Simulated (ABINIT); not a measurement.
# RbTaS3 (Pm-3m): zone-centre phonons, part 3 of 4

Which modes does RbTaS3 (Pm-3m) have at the zone centre?

ABINIT 10.8.3; DFT LDA, scalar-relativistic, plane waves, PseudoDojo norm-conserving pseudopotentials.

So far. Step 4 (Relaxation): The volume changes by +0.5 % in this run and stands -4.9 % from the first cell. Step 6 (Zone-centre response): The acoustic modes at Γ come out as far as 4.8 cm⁻¹ from zero, where they should vanish, a small numerical error. The relaxed cell has a = 4.780 Å (conventional setting).

The structure was built from a prototype and need not be the compound's stable phase.

## Step 7: Zone-centre analysis

anaddb reads the merged derivatives and imposes the acoustic sum rule.

Input file anaddb.abi:

```
ddb_filepath "gamma_DDB"
output_file "anaddb.abo"
outdata_prefix "anaddb"
asr 1
chneut 1
enunit 2
eivec 1
nph1l 1
qph1l 0.0 0.0 0.0 1.0
```

Input file mrgddb.in:

```
gamma_DDB
merged
2
dfpt_gammao_DDB
gso_DDB
```

The run is started by

```sh
> mrgddb < mrgddb.in > mrgddb.log
> OMP_NUM_THREADS=1 anaddb anaddb.abi > anaddb.log
```

anaddb.abo, the main output file:

```text
-outvars_anaddb: echo values of input variables ----------------------

 Miscellaneous information :
      enunit         2
       eivec         1
         asr         1
 First list of wavevector (reduced coord.) :
       nph1l         1
       qph1l
                     0.00000000E+00  0.00000000E+00  0.00000000E+00    1.000E+00

================================================================================

 read the DDB information and perform some checks

  ==== Info on the Cryst% object ====
 Real(R)+Recip(G) space primitive vectors, cartesian coordinates (Bohr,Bohr^-1):
 R(1)=  9.0326178  0.0000000  0.0000000  G(1)=  0.1107099  0.0000000  0.0000000
 R(2)=  0.0000000  9.0326178  0.0000000  G(2)=  0.0000000  0.1107099  0.0000000
 R(3)=  0.0000000  0.0000000  9.0326178  G(3)=  0.0000000  0.0000000  0.1107099
 Unit cell volume ucvol=  7.3695489E+02 bohr^3
 Angles (23,13,12)=  9.00000000E+01  9.00000000E+01  9.00000000E+01 degrees
 Time-reversal symmetry is present
 Reduced atomic positions [iatom, xred, symbol]:
    1)    0.0000000  0.0000000  0.0000000  Rb
    2)    0.5000000  0.5000000  0.5000000  Ta
    3)    0.5000000  0.5000000  0.0000000   S
    4)    0.5000000  0.0000000  0.5000000   S
    5)    0.0000000  0.5000000  0.5000000   S

 DDB file with 3 blocks has been read.

================================================================================

 Treat the first list of vectors

  Phonon wavevector (reduced coordinates) :  0.00000  0.00000  0.00000
 Phonon energies in Hartree :
   0.000000E+00  0.000000E+00  0.000000E+00  3.476445E-04  3.476445E-04
   3.476445E-04  6.104554E-04  6.104554E-04  6.104554E-04  6.931373E-04
   6.931373E-04  6.931373E-04  1.596352E-03  1.596352E-03  1.596352E-03
 Phonon energies in meV     :
-  0.000000E+00  0.000000E+00  0.000000E+00  9.459889E+00  9.459889E+00
-  9.459889E+00  1.661134E+01  1.661134E+01  1.661134E+01  1.886123E+01
-  1.886123E+01  1.886123E+01  4.343894E+01  4.343894E+01  4.343894E+01
 Phonon frequencies in cm-1    :
-  0.000000E+00  0.000000E+00  0.000000E+00  7.629915E+01  7.629915E+01
-  7.629915E+01  1.339795E+02  1.339795E+02  1.339795E+02  1.521260E+02
-  1.521260E+02  1.521260E+02  3.503587E+02  3.503587E+02  3.503587E+02
 Phonon frequencies in Thz     :
-  0.000000E+00  0.000000E+00  0.000000E+00  2.287391E+00  2.287391E+00
-  2.287391E+00  4.016604E+00  4.016604E+00  4.016604E+00  4.560624E+00
-  4.560624E+00  4.560624E+00  1.050349E+01  1.050349E+01  1.050349E+01
 Phonon energies in Kelvin  :
-  0.000000E+00  0.000000E+00  0.000000E+00  1.097775E+02  1.097775E+02
-  1.097775E+02  1.927666E+02  1.927666E+02  1.927666E+02  2.188754E+02
-  2.188754E+02  2.188754E+02  5.040880E+02  5.040880E+02  5.040880E+02

 Eigendisplacements
 (will be given, for each mode : in cartesian coordinates
   for each atom the real part of the displacement vector,
   then the imaginary part of the displacement vector - absolute values smaller than 1.0d-7 are set to zero)
  Mode number    1   Energy    0.000000E+00
 Attention : low frequency mode.
   (Could be unstable or acoustic mode)
-  1  0.00000000E+00  0.00000000E+00  1.22997698E-03
-     0.00000000E+00  0.00000000E+00  0.00000000E+00
-  2  0.00000000E+00  0.00000000E+00  1.22998924E-03
-     0.00000000E+00  0.00000000E+00  0.00000000E+00
-  3  0.00000000E+00  0.00000000E+00  1.22997563E-03
-     0.00000000E+00  0.00000000E+00  0.00000000E+00
-  4  0.00000000E+00  0.00000000E+00  1.22995686E-03
-     0.00000000E+00  0.00000000E+00  0.00000000E+00
-  5  0.00000000E+00  0.00000000E+00  1.22995686E-03
-     0.00000000E+00  0.00000000E+00  0.00000000E+00
  Mode number    2   Energy    0.000000E+00
 Attention : low frequency mode.
   (Could be unstable or acoustic mode)
-  1  0.00000000E+00  1.22997698E-03  0.00000000E+00
-     0.00000000E+00  0.00000000E+00  0.00000000E+00
-  2  0.00000000E+00  1.22998924E-03  0.00000000E+00
-     0.00000000E+00  0.00000000E+00  0.00000000E+00
-  3  0.00000000E+00  1.22995686E-03  0.00000000E+00
-     0.00000000E+00  0.00000000E+00  0.00000000E+00
-  4  0.00000000E+00  1.22997563E-03  0.00000000E+00
-     0.00000000E+00  0.00000000E+00  0.00000000E+00
-  5  0.00000000E+00  1.22995686E-03  0.00000000E+00
-     0.00000000E+00  0.00000000E+00  0.00000000E+00
  Mode number    3   Energy    0.000000E+00
 Attention : low frequency mode.
   (Could be unstable or acoustic mode)
-  1  1.22997698E-03  0.00000000E+00  0.00000000E+00
-     0.00000000E+00  0.00000000E+00  0.00000000E+00
-  2  1.22998924E-03  0.00000000E+00  0.00000000E+00
-     0.00000000E+00  0.00000000E+00  0.00000000E+00
-  3  1.22995686E-03  0.00000000E+00  0.00000000E+00
-     0.00000000E+00  0.00000000E+00  0.00000000E+00
-  4  1.22995686E-03  0.00000000E+00  0.00000000E+00
-     0.00000000E+00  0.00000000E+00  0.00000000E+00
-  5  1.22997563E-03  0.00000000E+00  0.00000000E+00
-     0.00000000E+00  0.00000000E+00  0.00000000E+00
  Mode number    4   Energy    3.476445E-04
-  1  0.00000000E+00  0.00000000E+00  1.96324113E-03
-     0.00000000E+00  0.00000000E+00  0.00000000E+00
-  2  0.00000000E+00  0.00000000E+00 -1.06149923E-03
-     0.00000000E+00  0.00000000E+00  0.00000000E+00
-  3  0.00000000E+00  0.00000000E+00 -1.83497571E-04
-     0.00000000E+00  0.00000000E+00  0.00000000E+00
-  4  0.00000000E+00  0.00000000E+00  4.70414028E-04
-     0.00000000E+00  0.00000000E+00  0.00000000E+00
-  5  0.00000000E+00  0.00000000E+00  4.70414028E-04
-     0.00000000E+00  0.00000000E+00  0.00000000E+00
  Mode number    5   Energy    3.476445E-04
-  1  0.00000000E+00  1.96324113E-03  0.00000000E+00
-     0.00000000E+00  0.00000000E+00  0.00000000E+00
-  2  0.00000000E+00 -1.06149923E-03  0.00000000E+00
-     0.00000000E+00  0.00000000E+00  0.00000000E+00
-  3  0.00000000E+00  4.70414028E-04  0.00000000E+00
-     0.00000000E+00  0.00000000E+00  0.00000000E+00
-  4  0.00000000E+00 -1.83497571E-04  0.00000000E+00
-     0.00000000E+00  0.00000000E+00  0.00000000E+00
-  5  0.00000000E+00  4.70414028E-04  0.00000000E+00
-     0.00000000E+00  0.00000000E+00  0.00000000E+00
  Mode number    6   Energy    3.476445E-04
-  1  1.96324113E-03  0.00000000E+00  0.00000000E+00
-     0.00000000E+00  0.00000000E+00  0.00000000E+00
-  2 -1.06149923E-03  0.00000000E+00  0.00000000E+00
-     0.00000000E+00  0.00000000E+00  0.00000000E+00
-  3  4.70414028E-04  0.00000000E+00  0.00000000E+00
-     0.00000000E+00  0.00000000E+00  0.00000000E+00
-  4  4.70414028E-04  0.00000000E+00  0.00000000E+00
-     0.00000000E+00  0.00000000E+00  0.00000000E+00
-  5 -1.83497571E-04  0.00000000E+00  0.00000000E+00
-     0.00000000E+00  0.00000000E+00  0.00000000E+00
  Mode number    7   Energy    6.104554E-04
-  1  0.00000000E+00  0.00000000E+00 -1.02509652E-03
-     0.00000000E+00  0.00000000E+00  0.00000000E+00
-  2  0.00000000E+00  0.00000000E+00 -5.63520462E-04
-     0.00000000E+00  0.00000000E+00  0.00000000E+00
-  3  0.00000000E+00  0.00000000E+00  1.21215530E-03
-     0.00000000E+00  0.00000000E+00  0.00000000E+00
-  4  0.00000000E+00  0.00000000E+00  2.35007704E-03
-     0.00000000E+00  0.00000000E+00  0.00000000E+00
-  5  0.00000000E+00  0.00000000E+00  2.35007704E-03
-     0.00000000E+00  0.00000000E+00  0.00000000E+00
  Mode number    8   Energy    6.104554E-04
-  1  0.00000000E+00 -1.02509652E-03  0.00000000E+00
-     0.00000000E+00  0.00000000E+00  0.00000000E+00
-  2  0.00000000E+00 -5.63520462E-04  0.00000000E+00
-     0.00000000E+00  0.00000000E+00  0.00000000E+00
-  3  0.00000000E+00  2.35007704E-03  0.00000000E+00
-     0.00000000E+00  0.00000000E+00  0.00000000E+00
-  4  0.00000000E+00  1.21215530E-03  0.00000000E+00
-     0.00000000E+00  0.00000000E+00  0.00000000E+00
-  5  0.00000000E+00  2.35007704E-03  0.00000000E+00
-     0.00000000E+00  0.00000000E+00  0.00000000E+00
  Mode number    9   Energy    6.104554E-04
-  1  1.02509652E-03  0.00000000E+00  0.00000000E+00
-     0.00000000E+00  0.00000000E+00  0.00000000E+00
-  2  5.63520462E-04  0.00000000E+00  0.00000000E+00
-     0.00000000E+00  0.00000000E+00  0.00000000E+00
-  3 -2.35007704E-03  0.00000000E+00  0.00000000E+00
-     0.00000000E+00  0.00000000E+00  0.00000000E+00
-  4 -2.35007704E-03  0.00000000E+00  0.00000000E+00
-     0.00000000E+00  0.00000000E+00  0.00000000E+00
-  5 -1.21215530E-03  0.00000000E+00  0.00000000E+00
-     0.00000000E+00  0.00000000E+00  0.00000000E+00
  Mode number   10   Energy    6.931373E-04
-  1  0.00000000E+00  0.00000000E+00  0.00000000E+00
-     0.00000000E+00  0.00000000E+00  0.00000000E+00
-  2  0.00000000E+00  0.00000000E+00  0.00000000E+00
-     0.00000000E+00  0.00000000E+00  0.00000000E+00
-  3  0.00000000E+00  0.00000000E+00  0.00000000E+00
-     0.00000000E+00  0.00000000E+00  0.00000000E+00
-  4  0.00000000E+00  0.00000000E+00  2.92470830E-03
-     0.00000000E+00  0.00000000E+00  0.00000000E+00
-  5  0.00000000E+00  0.00000000E+00 -2.92470830E-03
-     0.00000000E+00  0.00000000E+00  0.00000000E+00
  Mode number   11   Energy    6.931373E-04
-  1  0.00000000E+00  0.00000000E+00  0.00000000E+00
-     0.00000000E+00  0.00000000E+00  0.00000000E+00
-  2  0.00000000E+00  0.00000000E+00  0.00000000E+00
-     0.00000000E+00  0.00000000E+00  0.00000000E+00
-  3  0.00000000E+00 -2.92470830E-03  0.00000000E+00
-     0.00000000E+00  0.00000000E+00  0.00000000E+00
-  4  0.00000000E+00  0.00000000E+00  0.00000000E+00
-     0.00000000E+00  0.00000000E+00  0.00000000E+00
-  5  0.00000000E+00  2.92470830E-03  0.00000000E+00
-     0.00000000E+00  0.00000000E+00  0.00000000E+00
  Mode number   12   Energy    6.931373E-04
-  1  0.00000000E+00  0.00000000E+00  0.00000000E+00
-     0.00000000E+00  0.00000000E+00  0.00000000E+00
-  2  0.00000000E+00  0.00000000E+00  0.00000000E+00
-     0.00000000E+00  0.00000000E+00  0.00000000E+00
-  3  2.92470830E-03  0.00000000E+00  0.00000000E+00
-     0.00000000E+00  0.00000000E+00  0.00000000E+00
-  4 -2.92470830E-03  0.00000000E+00  0.00000000E+00
-     0.00000000E+00  0.00000000E+00  0.00000000E+00
-  5  0.00000000E+00  0.00000000E+00  0.00000000E+00
-     0.00000000E+00  0.00000000E+00  0.00000000E+00
  Mode number   13   Energy    1.596352E-03
-  1  0.00000000E+00  0.00000000E+00  2.39707183E-05
-     0.00000000E+00  0.00000000E+00  0.00000000E+00
-  2  0.00000000E+00  0.00000000E+00 -2.72931160E-04
-     0.00000000E+00  0.00000000E+00  0.00000000E+00
-  3  0.00000000E+00  0.00000000E+00  3.75393199E-03
-     0.00000000E+00  0.00000000E+00  0.00000000E+00
-  4  0.00000000E+00  0.00000000E+00 -1.13884735E-03
-     0.00000000E+00  0.00000000E+00  0.00000000E+00
-  5  0.00000000E+00  0.00000000E+00 -1.13884735E-03
-     0.00000000E+00  0.00000000E+00  0.00000000E+00
  Mode number   14   Energy    1.596352E-03
-  1  0.00000000E+00 -2.39707183E-05  0.00000000E+00
-     0.00000000E+00  0.00000000E+00  0.00000000E+00
-  2  0.00000000E+00  2.72931160E-04  0.00000000E+00
-     0.00000000E+00  0.00000000E+00  0.00000000E+00
-  3  0.00000000E+00  1.13884735E-03  0.00000000E+00
-     0.00000000E+00  0.00000000E+00  0.00000000E+00
-  4  0.00000000E+00 -3.75393199E-03  0.00000000E+00
-     0.00000000E+00  0.00000000E+00  0.00000000E+00
-  5  0.00000000E+00  1.13884735E-03  0.00000000E+00
-     0.00000000E+00  0.00000000E+00  0.00000000E+00
  Mode number   15   Energy    1.596352E-03
-  1  2.39707183E-05  0.00000000E+00  0.00000000E+00
-     0.00000000E+00  0.00000000E+00  0.00000000E+00
-  2 -2.72931160E-04  0.00000000E+00  0.00000000E+00
-     0.00000000E+00  0.00000000E+00  0.00000000E+00
-  3 -1.13884735E-03  0.00000000E+00  0.00000000E+00
-     0.00000000E+00  0.00000000E+00  0.00000000E+00
-  4 -1.13884735E-03  0.00000000E+00  0.00000000E+00
-     0.00000000E+00  0.00000000E+00  0.00000000E+00
-  5  3.75393199E-03  0.00000000E+00  0.00000000E+00
-     0.00000000E+00  0.00000000E+00  0.00000000E+00

 Analysis of degeneracies and characters (maximum tolerance=1.00E-06 a.u.)
 For each vibration mode, or group of modes if degenerate,
 the characters are given for each symmetry operation (see the list in the log file).
 Symmetry characters of vibration mode #   1
       degenerate with vibration modes #   2 to    3
  3.0 -3.0 -1.0  1.0 -1.0  1.0 -1.0  1.0  1.0 -1.0 -1.0  1.0  1.0 -1.0 -1.0  1.0
  0.0 -0.0  0.0 -0.0 -0.0  0.0 -0.0  0.0  1.0 -1.0 -1.0  1.0 -1.0  1.0  1.0 -1.0
  0.0 -0.0 -0.0  0.0 -0.0  0.0  0.0 -0.0  1.0 -1.0  1.0 -1.0 -1.0  1.0 -1.0  1.0
 Symmetry characters of vibration mode #   4
       degenerate with vibration modes #   5 to    6
  3.0 -3.0 -1.0  1.0 -1.0  1.0 -1.0  1.0  1.0 -1.0 -1.0  1.0  1.0 -1.0 -1.0  1.0
  0.0 -0.0  0.0 -0.0 -0.0  0.0  0.0 -0.0  1.0 -1.0 -1.0  1.0 -1.0  1.0  1.0 -1.0
  0.0 -0.0 -0.0  0.0  0.0 -0.0  0.0 -0.0  1.0 -1.0  1.0 -1.0 -1.0  1.0 -1.0  1.0
 Symmetry characters of vibration mode #   7
       degenerate with vibration modes #   8 to    9
  3.0 -3.0 -1.0  1.0 -1.0  1.0 -1.0  1.0  1.0 -1.0 -1.0  1.0  1.0 -1.0 -1.0  1.0
  0.0 -0.0  0.0 -0.0 -0.0  0.0 -0.0  0.0  1.0 -1.0 -1.0  1.0 -1.0  1.0  1.0 -1.0
  0.0 -0.0 -0.0  0.0 -0.0  0.0  0.0 -0.0  1.0 -1.0  1.0 -1.0 -1.0  1.0 -1.0  1.0
 Symmetry characters of vibration mode #  10
       degenerate with vibration modes #  11 to   12
  3.0 -3.0 -1.0  1.0 -1.0  1.0 -1.0  1.0 -1.0  1.0  1.0 -1.0 -1.0  1.0  1.0 -1.0
  0.0 -0.0  0.0 -0.0 -0.0  0.0 -0.0  0.0 -1.0  1.0  1.0 -1.0  1.0 -1.0 -1.0  1.0
  0.0 -0.0 -0.0  0.0 -0.0  0.0  0.0 -0.0 -1.0  1.0 -1.0  1.0  1.0 -1.0  1.0 -1.0
 Symmetry characters of vibration mode #  13
       degenerate with vibration modes #  14 to   15
  3.0 -3.0 -1.0  1.0 -1.0  1.0 -1.0  1.0  1.0 -1.0 -1.0  1.0  1.0 -1.0 -1.0  1.0
  0.0 -0.0  0.0 -0.0 -0.0  0.0 -0.0  0.0  1.0 -1.0 -1.0  1.0 -1.0  1.0  1.0 -1.0
  0.0 -0.0 -0.0  0.0 -0.0  0.0  0.0 -0.0  1.0 -1.0  1.0 -1.0 -1.0  1.0 -1.0  1.0
-
```

Run time: 0.5 s. Hardware: 1 thread of Arm Neoverse V1, shared host.

Numbers from this step:

```
highest optical zone-centre mode (no LO-TO term) : 350.4 cm⁻¹
lowest optical zone-centre mode                  : 76.3 cm⁻¹
```

No LO-TO term; unit eigenvectors of the mass-weighted matrix, from anaddb's displacements. Modes at Γ, with each element's share of the kinetic energy:

| mode | frequency (cm⁻¹) | symmetry | Rb % | Ta % | S % |
| --- | --- | --- | --- | --- | --- |
| 1 | 0.0 | acoustic | 24 | 50 | 27 |
| 2 | 0.0 | acoustic | 24 | 50 | 27 |
| 3 | 0.0 | acoustic | 24 | 50 | 27 |
| 4 | 76.3 | T1u | 60 | 37 | 3 |
| 5 | 76.3 | T1u | 60 | 37 | 3 |
| 6 | 76.3 | T1u | 60 | 37 | 3 |
| 7 | 134.0 | T1u | 16 | 10 | 73 |
| 8 | 134.0 | T1u | 16 | 10 | 73 |
| 9 | 134.0 | T1u | 16 | 10 | 73 |
| 10 | 152.1 | T2u | 0 | 0 | 100 |
| 11 | 152.1 | T2u | 0 | 0 | 100 |
| 12 | 152.1 | T2u | 0 | 0 | 100 |
| 13 | 350.4 | T1u | 0 | 2 | 98 |
| 14 | 350.4 | T1u | 0 | 2 | 98 |
| 15 | 350.4 | T1u | 0 | 2 | 98 |

Displacements in mode 4 (76.3 cm⁻¹), the largest set to 1:
```
Rb1  0.00  0.00  1.00
Ta2  0.00  0.00 -0.54
S3   0.00  0.00 -0.09
S4   0.00  0.00  0.24
S5   0.00  0.00  0.24
```

Displacements in mode 13 (350.4 cm⁻¹), the largest set to 1:
```
Rb1  0.00  0.00  0.01
Ta2  0.00  0.00 -0.07
S3   0.00  0.00  1.00
S4   0.00  0.00 -0.30
S5   0.00  0.00 -0.30
```

The rule moves no optical mode by more than 0.2 cm⁻¹.

(Continued in part 4 of 4.)

[Host names and launcher messages were left out of these logs when they were recorded.]

[Logs are printed without paths, hosts, clocks, repeated set-up lines and the standing remarks that a program may print on its own settings, such as how far it seeks lower states.]

[Hosts, paths, dates, database ids (printed as entryN), source tags and the programs' standing remarks are cut or masked in the printed files.]
